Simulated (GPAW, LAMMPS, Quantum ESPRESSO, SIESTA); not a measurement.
## SIESTA on amorphous film on crystalline C with 5 % Si on C sites, (100) (216 atoms): settings against a plane-wave reference

How do the settings of SIESTA change the result for amorphous film on crystalline C with 5 % Si on C sites, (100) (216 atoms)? A plane-wave run serves as the yardstick.

Method: the method is named at each step, in SIESTA 5.4.2.

**1. Set-up**

The cell holds 216 atoms: 205 C and 11 Si. Cell: a = 10.698 Å, b = 10.698 Å, c = 22.983 Å, α = 90.0°, β = 90.0°, γ = 90.0°. It derives from C (diamond C). A 3 x 3 x 3 block of diamond C (a = 3.566 Å), 5 % of C replaced at random by Si with its (100) planes normal to z; the lower 33 % held fixed, the rest melted at 8000 K for 10 ps and cooled to 500 K at 100 K/ps with the Tersoff potential (Tersoff, Phys. Rev. B 39, 5566 (1989)); then all atoms free for 10 ps at 500 K, under 12 Å of vacuum. Minimised at fixed cell. Regions: crystal, 72 atoms (69 C and 3 Si); amorphous, 144 atoms (136 C and 8 Si). Vacuum lies along c.

The yardstick, on the same geometry:

| Property | Result |
| --- | --- |
| method | Kohn-Sham DFT, PBE, SSSP efficiency 1.3.0 pseudopotentials, plane waves (Quantum ESPRESSO 7.5); sssp-pbe-1.3.0-efficiency, cutoffs 45/360 Ry, Γ point |
| r.m.s. force component | 1.116 eV/Å |
| longest force | 5.723 eV/Å |
| time | 14 min on 4 MPI ranks of Arm Neoverse V2, shared host |
| CPU time | 56 min |

**2. PBE, DZP, shift 0.01 Ry, mesh 300 Ry**

Method: Kohn-Sham DFT, PBE, PseudoDojo 0.4.1 norm-conserving pseudopotentials (converted to PSML), numerical atomic orbitals (DZP), diagonalisation.

The .psml files are PseudoDojo norm-conserving potentials that we converted to this format, checked against plane waves on the same files for H, C, O, Si, Ge and Ca alone.

File input.fdf:

```
SystemLabel cell
NumberOfAtoms 216
NumberOfSpecies 2
%block ChemicalSpeciesLabel
  1 6 C
  2 14 Si
%endblock ChemicalSpeciesLabel
LatticeConstant 1.0 Ang
%block LatticeVectors
  10.69800 0.00000 0.00000
  0.00000 10.69800 0.00000
  0.00000 0.00000 22.98329
%endblock LatticeVectors
PAO.BasisSize DZP
PAO.EnergyShift 0.01 Ry
XC.Functional GGA
XC.Authors PBE
MeshCutoff 300 Ry
%block kgrid_Monkhorst_Pack
  1 0 0 0.0
  0 1 0 0.0
  0 0 1 0.0
%endblock kgrid_Monkhorst_Pack
SolutionMethod diagon
OccupationFunction FD
ElectronicTemperature 580 K
SCF.Mixer.Method Pulay
SCF.Mixer.Weight 0.05
SCF.Mixer.History 8
SCF.Mix Hamiltonian
MaxSCFIterations 300
SCF.DM.Tolerance 1e-04
SCF.H.Tolerance 1.0e-3 eV
WriteForces T
Write.HirshfeldPop T
Write.VoronoiPop T
Write.DM F
Write.H F
XML.Write F
AtomicCoordinatesFormat Fractional
%block AtomicCoordinatesAndAtomicSpecies
  0.99416 0.14189 0.11566 1
  0.07444 0.22097 0.14851 1
  0.99069 0.30062 0.18760 1
  0.07462 0.38613 0.22523 1
  0.15389 0.13647 0.18734 1
  0.23661 0.22163 0.22551 1
  0.15559 0.30304 0.11556 1
  0.23742 0.38582 0.14770 1
  0.99088 0.46587 0.11386 1
  0.07280 0.55087 0.14645 1
  0.98968 0.63409 0.18524 1
  0.07025 0.71992 0.22260 1
  0.15554 0.46890 0.18713 1
  0.23517 0.55262 0.22772 1
  0.15532 0.63445 0.11368 1
  0.23764 0.71853 0.14636 1
  0.98527 0.79940 0.11588 1
  0.06843 0.88420 0.14638 1
  0.98791 0.97019 0.18629 1
  0.07084 0.05137 0.22618 1
  0.15504 0.80347 0.18523 1
  0.23860 0.88614 0.22516 1
  0.15276 0.97152 0.09239 2
  0.23912 0.05567 0.14702 1
  0.32211 0.14014 0.11639 1
  0.40261 0.22081 0.14874 1
  0.31980 0.30418 0.18718 1
  0.40356 0.38774 0.22446 1
  0.48630 0.13817 0.18632 1
  0.57315 0.22009 0.22438 1
  0.48333 0.29908 0.11527 1
  0.56876 0.38197 0.14524 1
  0.31789 0.46719 0.11441 1
  0.39963 0.54892 0.14699 1
  0.31877 0.63380 0.18689 1
  0.40343 0.71582 0.22452 1
  0.48654 0.46808 0.18462 1
  0.57028 0.54964 0.22234 1
  0.47856 0.62945 0.11375 1
  0.56345 0.71180 0.14382 1
  0.32130 0.80130 0.11356 1
  0.40371 0.88530 0.14633 1
  0.32026 0.96860 0.18567 1
  0.40264 0.05344 0.22382 1
  0.48653 0.79978 0.18526 1
  0.57014 0.88261 0.22494 1
  0.48677 0.97017 0.11438 1
  0.56824 0.05494 0.14740 1
  0.65485 0.13443 0.11451 1
  0.73991 0.21656 0.14673 1
  0.65658 0.30109 0.18484 1
  0.73925 0.38276 0.22355 1
  0.82326 0.13375 0.18730 1
  0.90594 0.21610 0.22724 1
  0.82482 0.29795 0.11385 1
  0.90691 0.38274 0.14641 1
[... 156 atom lines left out ...]
  0.14491 0.62231 0.61527 1
  0.45716 0.71259 0.59177 1
  0.85740 0.88828 0.47320 1
  0.35648 0.43784 0.61288 1
%endblock AtomicCoordinatesAndAtomicSpecies
```

Command:

```sh
> OMP_NUM_THREADS=1 mpirun -np 4 siesta < input.fdf > output.txt
```

The program printed:

```text
Version         : 5.4.2
reinit: System Name:
reinit: System Label: cell
initatom: Reading input for the pseudopotentials and atomic orbitals ----------
Species number:   1 Atomic number:    6 Label: C
Species number:   2 Atomic number:   14 Label: Si
Ground state valence configuration (from tables):   2s02  2p02  3d00  4f00
Ground state valence configuration (from tables):   3s02  3p02  3d00  4f00
---- Processing specs for species: C
GGA--PBE XC_GGA_X_PBE--XC_GGA_C_PBE pb
---- Processing specs for species: Si
GGA--PBE XC_GGA_X_PBE--XC_GGA_C_PBE pb
C pseudopotential only contains V_ls up to l=1 -- lmxkb reset.
Si pseudopotential only contains V_ls up to l=2 -- lmxkb reset.
Using PAO.SplitTailNorm
%block ChemicalSpeciesLabel
    1    6 C                       # Species index, atomic number, species label
    2   14 Si                      # Species index, atomic number, species label
%endblock ChemicalSpeciesLabel
%block PAO.Basis                 # Define Basis set
C                     2                    # Species label, number of l-shells
 n=2   0   2                         # n, l, Nzeta
   4.484      3.048
   1.000      1.000
 n=2   1   2 P   1                   # n, l, Nzeta, Polarization, NzetaPol
   5.436      3.692
   1.000      1.000
Si                    2                    # Species label, number of l-shells
 n=3   0   2                         # n, l, Nzeta
   5.392      3.847
   1.000      1.000
 n=3   1   2 P   1                   # n, l, Nzeta, Polarization, NzetaPol
   6.844      4.952
   1.000      1.000
%endblock PAO.Basis
coor:   Atomic-coordinates input format  =     Fractional
siesta: System type = slab
initatomlists: Number of atoms, orbitals, and projectors:    216  2808  1838
siesta: ******************** Simulation parameters ****************************
Total number of electrons:   864.000000
Total ionic charge:   864.000000
 Kpoints in:            1 . Kpoints trimmed:            1
siesta: k-grid: Number of k-points = 1
siesta: k-points from Monkhorst-Pack grid
siesta: k-cutoff (effective) =     5.349 Ang
siesta: k-point supercell and displacements
siesta: k-grid:     1     0     0      0.000
siesta: k-grid:     0     1     0      0.000
siesta: k-grid:     0     0     1      0.000
                     ====================================
                        Single-point calculation
                     ====================================
outcell: Unit cell vectors (Ang):
       10.698000    0.000000    0.000000
        0.000000   10.698000    0.000000
        0.000000    0.000000   22.983290
outcell: Cell vector modules (Ang)   :   10.698000   10.698000   22.983290
outcell: Cell angles (23,13,12) (deg):     90.0000     90.0000     90.0000
outcell: Cell volume (Ang**3)        :   2630.3733
Gamma-point calculation with multiply-connected orbital pairs
Gamma-point calculation with multiply-connected orbital pairs
Folding of H and S implicitly performed
Folding of H and S implicitly performed
new_DM -- step:     1
Initializing Density Matrix...
Attempting to read DM from file... Failed...
DM filled with atomic data:
InitMesh: MESH = 120 x 120 x 240 = 3456000
InitMesh: Mesh cutoff (required, used) =   300.000   301.370 Ry
stepf: Fermi-Dirac step function
        iscf     Eharris(eV)        E_KS(eV)     FreeEng(eV)     dDmax    Ef(eV) dHmax(eV)
   scf:    1   -33902.008764   -34510.293279   -34510.729542  1.876084 -5.402618 28.312818
   scf:    2   -33844.661866   -34415.100720   -34415.438284  0.581962 -5.443194 31.832149
   scf:    3   -34584.087108   -34602.119219   -34602.410778  0.492675 -5.407123  8.110290
   scf:    4   -34615.520340   -34610.349187   -34610.694876  0.102362 -5.354229  4.543107
   scf:    5   -34616.217176   -34614.465333   -34614.866235  0.135925 -5.282248  3.959581
   scf:    6   -34617.710805   -34616.897414   -34617.258597  0.124822 -5.244931  2.454034
[...]
scf:   25   -34622.997609   -34622.997602   -34623.380877  0.000035 -4.973445  0.001115
   scf:   26   -34622.997604   -34622.997603   -34623.380878  0.000043 -4.973525  0.001020
   scf:   27   -34622.997604   -34622.997604   -34623.380879  0.000027 -4.973513  0.000529
SCF Convergence by DM+H criterion
max |DM_out - DM_in|         :     0.0000274845
max |H_out - H_in|      (eV) :     0.0005292080
SCF cycle converged after 27 iterations
Using DM_out to compute the final energy and forces
siesta: E_KS(eV) =           -34622.9976
siesta: E_KS - E_eggbox =    -34622.9976
siesta: Atomic forces (eV/Ang):
     1   -0.715215   -0.145546   -3.238977
     2    0.643660    0.369086    0.730716
     3   -0.590332   -0.115226    0.785732
     4   -0.186225    0.044398   -0.303430
     5    0.227487   -0.211753    0.892764
     6    0.347418   -0.360967   -1.123217
[...]
214    0.847492    1.608629    0.872179
   215    1.317529    0.361053    0.158310
   216    1.177488    0.095199    0.732301
----------------------------------------
   Tot   -0.007078   -0.005969   -0.004306
----------------------------------------
   Max    4.459559
   Res    1.155523    sqrt( Sum f_i^2 / 3N )
----------------------------------------
   Max    4.459559    constrained
Stress tensor Voigt[x,y,z,yz,xz,xy] (kbar):      -11.40      -27.30      -66.88       -6.51       -0.25      -19.05
(Free)E + p*V (eV/cell)   -34565.6032
Target enthalpy (eV/cell)   -34623.3809
siesta: Program's energy decomposition (eV):
siesta: Ebs     =    -11803.577208
siesta: Eions   =     59976.378404
siesta: Ena     =     15935.108784
siesta: Ekin    =     23229.674957
siesta: Enl     =      -935.064610
siesta: DEna    =      -579.067671
siesta: DUscf   =        54.127771
siesta: Ex      =    -11224.406122
siesta: Ec      =     -1126.992308
siesta: Exc     =    -12351.398430
siesta: Eharris =    -34622.997604
siesta: Etot    =    -34622.997604
siesta: FreeEng =    -34623.380879
siesta: Final energy (eV):
siesta:  Band Struct. =  -11803.577208
siesta:       Kinetic =   23229.674957
siesta:       Hartree =  217407.708771
siesta:         Exch. =  -11224.406122
siesta:         Corr. =   -1126.992308
siesta:   Exch.-corr. =  -12351.398430
siesta:  Ion-electron = -456350.784918
siesta:       Ion-ion =  193441.802017
siesta:         Total =  -34622.997604
siesta:         Fermi =      -4.973513
siesta: Stress tensor (static) (eV/Ang**3):
siesta:    -0.007113   -0.011889   -0.000157
siesta:    -0.011889   -0.017038   -0.004063
siesta:    -0.000157   -0.004063   -0.041746
siesta: Cell volume =       2630.373279 Ang**3
siesta: Pressure (static):
siesta:                Solid            Molecule  Units
siesta:           0.00023924          0.00014557  Ry/Bohr**3
siesta:           0.02196560          0.01336587  eV/Ang**3
siesta:          35.19277120         21.41448436  kBar
    Orbital volume contribution        =          86.160235 eV
    (Free)E + p_basis*V_orbitals       =      -34537.220644 eV
    (Free)Eharris+ p_basis*V_orbitals  =      -34537.220644 eV
siesta: Electric dipole (a.u.)  =    0.000000    0.000000    5.005325
siesta: Electric dipole (Debye) =    0.000000    0.000000   12.722268
Hirshfeld Atomic Populations:
Atom #   charge [q] valence [e]  Species
     1    -0.030977    4.030977  C
     2    -0.016851    4.016851  C
     3     0.028888    3.971112  C
     4     0.006699    3.993301  C
     5     0.020149    3.979851  C
     6     0.007017    3.992983  C
[...]
23     0.176736    3.823264  Si
[...]
57     0.179212    3.820788  Si
[...]
66     0.173894    3.826106  Si
[...]
78     0.230282    3.769718  Si
[...]
84     0.200044    3.799956  Si
[...]
122     0.198064    3.801936  Si
[...]
--------------------
 Total    -0.000056
Voronoi Atomic Populations:
Atom #   charge [q] valence [e]  Species
[...]
158     0.255227    3.744773  Si
[...]
160     0.332643    3.667357  Si
[...]
189     0.268671    3.731329  Si
[...]
214    -0.078265    4.078265  C
   215    -0.131618    4.131618  C
   216    -0.220804    4.220804  C
--------------------
 Total    -0.000057
```

Run time: 6.2 min. Hardware: 4 MPI ranks of Arm Neoverse V2, shared host; peak memory 3.9 GiB; 25 min of CPU time.

Banners, paths, timers and routine set-up lines are dropped from the logs unmarked, and long logs keep their key lines alone; longer cuts are marked.

Against the reference:

```
r.m.s. force component                  : 1.156 eV/Å
r.m.s. difference of force components   : 183.4 meV/Å
longest difference of force vectors     : 744.7 meV/Å
force difference over r.m.s. force      : 16.43 %
slope of forces against the reference's : 1.022
correlation of force components         : 0.9876
```

Length of the force difference by element (eV/Å):

```
element  atoms  mean  most
      C    205  0.27  0.74
     Si     11  0.20  0.38
```

The surroundings of C130, which has 2 bonded neighbours where the commonest count for C is 3, nearest first, numbered as they follow in the input and with coordinates relative to it.

```
atom      x      y      z  distance (Å)  bonds  Hirshfeld charge (e)     Fx     Fy  Fz (eV/Å)
C130   0.00   0.00   0.00          0.00      2                 -0.04   0.02   0.04      -0.70
C210   0.64  -0.95   1.00          1.52      4                  0.00  -1.01  -0.64      -1.37
C166   0.59   0.90  -1.09          1.53      4                  0.00  -1.73  -0.83       0.59
C180  -0.78   1.29  -1.64          2.23      3                  0.01  -0.37   0.60      -3.50
 C77  -0.39  -2.05   0.81          2.24      3                  0.00  -3.21   0.47       0.43
C185   1.27   2.04  -0.40          2.44      3                 -0.02   0.66   0.41       1.13
 C85   0.71  -0.33   2.35          2.47      3                 -0.02   0.52   0.43       1.37
C120   2.08  -1.21   0.79          2.53      3                  0.02   0.60  -1.54       1.16
C200  -0.22   1.91   1.75          2.60      3                 -0.01  -1.78   0.14      -0.78
```

Forces lie 16 % from the reference's, at 0.44 times its CPU time.

(Continued in part 2 of 2.)

[Also dropped from logs without a mark: logging warnings of Python, and SIESTA's first energy breakdown and zero terms.]

[Logs are printed without paths, hosts, clocks, repeated set-up lines and the standing remarks that a program may print on its own settings, such as how far it seeks lower states.]

[Hosts, paths, dates, database ids (printed as entryN), source tags and the programs' standing remarks are cut or masked in the printed files.]
